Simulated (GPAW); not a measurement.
# Optical response of CrO2, part 2 of 2

Aim: the dielectric function of CrO2, and the optical constants that follow from it.

GPAW 26.7.0; DFT, PBE, plane-wave PAW (GPAW data sets), scalar-relativistic, RPA, optical limit.

So far. Step 2 (Ground state): There are states at the Fermi level within the smearing, so the occupations stay smeared and the carriers get a Drude term.

## (4) Dielectric function, RPA

Local fields let the induced charge screen the field inside the cell, which as a rule lowers ε, most along directions where the density is uneven.

This step: DFT, PBE, plane-wave PAW (GPAW data sets), scalar-relativistic, RPA, optical limit (GPAW 26.7.0).

Input file df.py:

```python
from gpaw.response.df import DielectricFunction

df = DielectricFunction('full.gpw', frequencies={'type': 'nonlinear', 'domega0': 0.03, 'omega2': 8},
                        ecut=30,
                        eta=0.1,
                        nbands=39,
                        rate=0.2,
                        txt='df.txt')
for direction in ['x', 'z']:
    df.get_dielectric_function(xc='RPA', direction=direction, filename=f'df_{direction}.csv')
```

Started as:

```sh
$ OMP_NUM_THREADS=1 python df.py
```

Log:

```text
Using integrator: PointIntegrator
NonLinearFrequencyDescriptor(from 0.000 to 36.247 eV, 421 points)
Nonperiodic BCs:  [False False False]
Using integrator: PointIntegrator
NonLinearFrequencyDescriptor(from 0.000 to 36.247 eV, 421 points)
Nonperiodic BCs:  [False False False]
Using integrator: PointIntegrator

Calculating chi0 body with:
    Ground state adapter containing:
    Number of spins: 2
    Number of kpoints: 768
    Number of irreducible kpoints: 147
    Number of completely occupied states: 16
    Number of partially occupied states: 22

    Linear response parametrization:
    q_c: [0.0, 0.0, 0.0]
    Number of frequency points: 421
    Planewave cutoff: 30.0
    Number of bands: 39
    Number of planewaves: 19
    Broadening (eta): 0.1

Integrating chi0 body.

Symmetries of q_c:
    Direct symmetries (Uq -> q): 8
    Indirect symmetries (TUq -> q): 0
In total 8 allowed symmetries.

147 groups of equivalent kpoints. 80.859375% reduction.

Integral kind: spectral function

Calculating chi0 optical extensions with:
    Ground state adapter containing:
    Number of spins: 2
    Number of kpoints: 768
    Number of irreducible kpoints: 147
    Number of completely occupied states: 16
    Number of partially occupied states: 22

    Linear response parametrization:
    Number of frequency points: 421
    Planewave cutoff: 30.0
    Number of bands: 39
    Number of planewaves: 19
    Broadening (eta): 0.1
Integrating chi0 head and wings.

Symmetries of q_c:
    Direct symmetries (Uq -> q): 8
    Indirect symmetries (TUq -> q): 0
In total 8 allowed symmetries.

147 groups of equivalent kpoints. 80.859375% reduction.

Integral kind: spectral function wings

Calculating drude chi0 with:
    Number of frequency points:421
    Plasma frequency decay rate: 0.2 eV

    Ground state adapter containing:
    Number of spins: 2
    Number of kpoints: 768
    Number of irreducible kpoints: 147
    Number of completely occupied states: 16
    Number of partially occupied states: 22

Symmetries of q_c:
    Direct symmetries (Uq -> q): 8
    Indirect symmetries (TUq -> q): 0
In total 8 allowed symmetries.

147 groups of equivalent kpoints. 80.859375% reduction.

Integral kind: intraband
Plasma frequency:
[[1.6 -0.j 0.02+0.j 0.  +0.j]
 [0.02+0.j 1.6 -0.j 0.  +0.j]
 [0.  +0.j 0.  +0.j 1.83-0.j]]
```

Elapsed: 56 s, on 1 thread of Arm Neoverse V2, shared host; peak memory 0.28 GiB.

The Im ε has structure finer than the step of the table below, so its rows give means over 0.5 eV, whole bins alone (the curve runs from 0.619 to 15.8 eV). Peaks (eV: height): E ∥ x 2.74: 8.83, 9.48: 8.22, 14.31: 4.63; E ∥ z 3.85: 8.66, 5.92: 7.89, 9.82: 10.2.

Sum at mesh points, not converged in k. Im ε against photon energy; means over each step:

| photon energy (eV) | E ∥ x | E ∥ z |
| --- | --- | --- |
| 1.0 | 10.8 | 13.0 |
| 1.5 | 5.00 | 4.42 |
| 2.0 | 5.66 | 2.37 |
| 2.5 | 7.43 | 5.56 |
| 3.0 | 7.50 | 7.19 |
| 3.5 | 7.12 | 8.11 |
| 4.0 | 6.25 | 8.20 |
| 4.5 | 5.56 | 6.36 |
| 5.0 | 5.59 | 5.91 |
| 5.5 | 5.71 | 6.42 |
| 6.0 | 5.49 | 7.31 |
| 6.5 | 4.69 | 7.06 |
| 7.0 | 4.35 | 7.04 |
| 7.5 | 3.09 | 6.38 |
| 8.0 | 2.47 | 4.52 |
| 8.5 | 2.62 | 3.62 |
| 9.0 | 4.41 | 3.62 |
| 9.5 | 7.59 | 5.65 |
| 10.0 | 5.47 | 7.53 |
| 10.5 | 2.86 | 3.13 |
| 11.0 | 2.67 | 2.29 |
| 11.5 | 3.27 | 1.82 |
| 12.0 | 3.81 | 1.86 |
| 12.5 | 3.96 | 1.80 |
| 13.0 | 3.76 | 1.62 |
| 13.5 | 3.47 | 2.12 |
| 14.0 | 4.30 | 2.50 |
| 14.5 | 4.47 | 2.70 |
| 15.0 | 4.40 | 3.81 |
| 15.5 | 3.71 | 4.73 |

Values under 1 per cm are given as 1; sum at mesh points, not converged in k. The absorption coefficient by photon energy:

```csv
photon energy (eV),E ∥ x (1/cm),E ∥ z (1/cm)
1.010,2.1e5,2.2e5
1.486,1.4e5,1.5e5
1.985,1.7e5,75196
2.508,2.9e5,2.1e5
3.018,4.3e5,3.4e5
3.510,5.2e5,4.9e5
3.980,5.5e5,6.3e5
4.516,5.9e5,6.5e5
4.981,6.6e5,6.3e5
5.515,7.5e5,7.5e5
6.021,9.1e5,9.9e5
6.494,9.0e5,9.8e5
6.985,9.6e5,1.2e6
7.496,7.9e5,1.3e6
8.026,6.4e5,1.3e6
8.516,5.4e5,1.0e6
9.023,8.8e5,9.6e5
9.483,1.7e6,1.1e6
10.026,2.0e6,2.5e6
10.519,1.3e6,1.8e6
11.029,1.1e6,1.5e6
11.479,1.2e6,1.3e6
12.023,1.4e6,1.1e6
12.504,1.6e6,1.1e6
13.000,1.7e6,8.9e5
13.512,1.6e6,1.0e6
14.040,2.0e6,1.2e6
14.493,2.3e6,1.2e6
14.960,2.6e6,1.6e6
15.536,2.8e6,2.2e6
```

The loss function −Im 1/ε at q → 0 has structure finer than the step of the table below, so its rows give means over 0.5 eV, whole bins alone (the curve runs from 0.619 to 15.8 eV). Peaks (eV: height): E ∥ x 1.38: 0.131, 7.67: 0.292, 10.59: 0.369, 13.43: 0.291; E ∥ z 1.42: 0.167, 8.39: 0.280, 11.71: 0.574.

Sum at mesh points, not converged in k. Table of loss function −Im 1/ε at q → 0 by energy loss; means over each step:

```
energy loss (eV)   E ∥ x   E ∥ z
             1.0  0.0856  0.0663
             1.5   0.100   0.122
             2.0  0.0556  0.0335
             2.5  0.0687  0.0413
             3.0  0.0926  0.0594
             3.5   0.103  0.0718
             4.0   0.126  0.0939
             4.5   0.133   0.120
             5.0   0.137   0.112
             5.5   0.138   0.106
             6.0   0.169   0.113
             6.5   0.194   0.124
             7.0   0.219   0.139
             7.5   0.285   0.155
             8.0   0.249   0.223
             8.5   0.142   0.263
             9.0   0.113   0.231
             9.5   0.113   0.137
            10.0   0.176   0.113
            10.5   0.342   0.218
            11.0   0.342   0.343
            11.5   0.255   0.518
            12.0   0.236   0.533
            12.5   0.243   0.529
            13.0   0.265   0.479
            13.5   0.279   0.316
            14.0   0.227   0.309
            14.5   0.222   0.265
            15.0   0.210   0.211
            15.5   0.208   0.202
```

Sum at mesh points, not converged in k. Reflectivity at normal incidence against photon energy; read off at these points:

```
photon energy (eV)  E ∥ x (%)  E ∥ z (%)
              1.00       39.4       43.1
              1.50       22.7       19.5
              2.00       29.4       24.4
              2.50       30.3       31.0
              2.74       33.8       32.3
              3.00       30.6       31.3
              3.50       30.3       32.7
              4.00       27.3       32.6
              4.50       26.0       28.9
              5.00       26.4       27.2
              5.50       26.9       28.6
              6.00       28.4       32.2
              6.50       25.7       29.7
              7.00       25.6       33.5
              7.50       18.1       33.0
              7.85       14.2       36.6
              8.00       13.4       33.6
              8.50       14.5       21.3
              9.00       21.8       19.0
              9.50       34.1       24.0
             10.00       44.3       49.8
             10.17       38.2       52.3
             10.50       24.7       47.5
             11.00       17.7       38.5
             11.50       18.9       25.6
             12.00       21.3       16.9
             12.50       23.0       14.3
             12.83       25.9       11.9
             13.00       25.2       9.38
             13.50       21.7       11.3
             14.00       26.0       14.0
             14.50       31.1       14.2
             15.00       37.1       20.2
             15.50       42.5       26.2
```

The Im ε, E ∥ x has structure finer than the step of the table below, so its rows give means over 0.5 eV, whole bins alone (the curve runs from 0.619 to 15.8 eV). Peaks (eV: height): without local fields 2.74: 8.92, 9.22: 12.7, 14.31: 4.07; with local fields 2.74: 8.83, 9.48: 8.22, 14.31: 4.63.

Sum at mesh points, not converged in k. Table of Im ε, E ∥ x by photon energy; means over each step:

| photon energy (eV) | without local fields | with local fields |
| --- | --- | --- |
| 1.0 | 10.7 | 10.8 |
| 1.5 | 4.89 | 5.00 |
| 2.0 | 5.71 | 5.66 |
| 2.5 | 7.50 | 7.43 |
| 3.0 | 7.65 | 7.50 |
| 3.5 | 7.32 | 7.12 |
| 4.0 | 6.37 | 6.25 |
| 4.5 | 5.64 | 5.56 |
| 5.0 | 5.76 | 5.59 |
| 5.5 | 5.87 | 5.71 |
| 6.0 | 5.67 | 5.49 |
| 6.5 | 4.92 | 4.69 |
| 7.0 | 4.47 | 4.35 |
| 7.5 | 3.04 | 3.09 |
| 8.0 | 2.40 | 2.47 |
| 8.5 | 4.27 | 2.62 |
| 9.0 | 9.72 | 4.41 |
| 9.5 | 8.51 | 7.59 |
| 10.0 | 3.73 | 5.47 |
| 10.5 | 2.50 | 2.86 |
| 11.0 | 2.67 | 2.67 |
| 11.5 | 3.41 | 3.27 |
| 12.0 | 3.63 | 3.81 |
| 12.5 | 3.63 | 3.96 |
| 13.0 | 3.30 | 3.76 |
| 13.5 | 3.29 | 3.47 |
| 14.0 | 3.86 | 4.30 |
| 14.5 | 3.87 | 4.47 |
| 15.0 | 3.49 | 4.40 |
| 15.5 | 2.84 | 3.71 |

Optical constants at common wavelengths, from n + ik = √ε:

```
wavelength (nm)   n x    k x  R (%) x  1/α x   n z    k z  R (%) z   1/α z
            800  2.50  0.870     23.1  73 nm  2.14  0.799     18.5   80 nm
            633  3.05  0.816     28.5  62 nm  2.84  0.369     23.7  137 nm
            532  2.94  1.204     30.7  35 nm  3.29  0.668     30.2   63 nm
            450  2.88  1.524     33.7  23 nm  3.17  1.139     32.1   31 nm
            365  2.57  1.439     30.6  20 nm  3.00  1.320     32.4   22 nm
            308  2.26  1.341     27.3  18 nm  2.61  1.561     32.5   16 nm
            248  2.18  1.316     26.4  15 nm  2.44  1.253     27.2   16 nm
```

In reflection the computed colour is grey: x = 0.299, y = 0.321, luminous reflectivity 30 %.

## (5) Summary of results

What this shows: At this level (PBE, RPA) CrO2 is a metal. The mesh is too coarse to trust the carriers' weight, the reflectivity or the colour to better than tens of per cent. In reflection the computed colour is grey: x = 0.299, y = 0.321, luminous reflectivity 30 %. The carriers' damping of 0.2 eV is typed, not computed; it shapes the response at the lowest energies. The magnetic state comes from one start and need not be the lowest. The curves end at 16 eV, about where the summed bands run out. In this version of GPAW the matrix elements of the optical limit are incomplete, which can lower ε − 1 by up to a tenth where first-row anions or d states rule, and shift it by more in d metals. GPAW's carrier term has the form −ωp²/(ω + i·rate)², which damps like twice the rate and fails at low energy, so the curves leave the lowest energies out. The sum runs over mesh points 0.18 Å⁻¹ apart with no interpolation, so peaks are partly noise of the mesh, and the Drude plasma energy, a sum over the Fermi surface, isn't converged.

[Machine, clock and banner lines and Python warnings are left out of the logs.]

[Logs are printed without paths, hosts, clocks, repeated set-up lines and the standing remarks that a program may print on its own settings, such as how far it seeks lower states.]

[Hosts, paths, dates, database ids (printed as entryN), source tags and the programs' standing remarks are cut or masked in the printed files.]
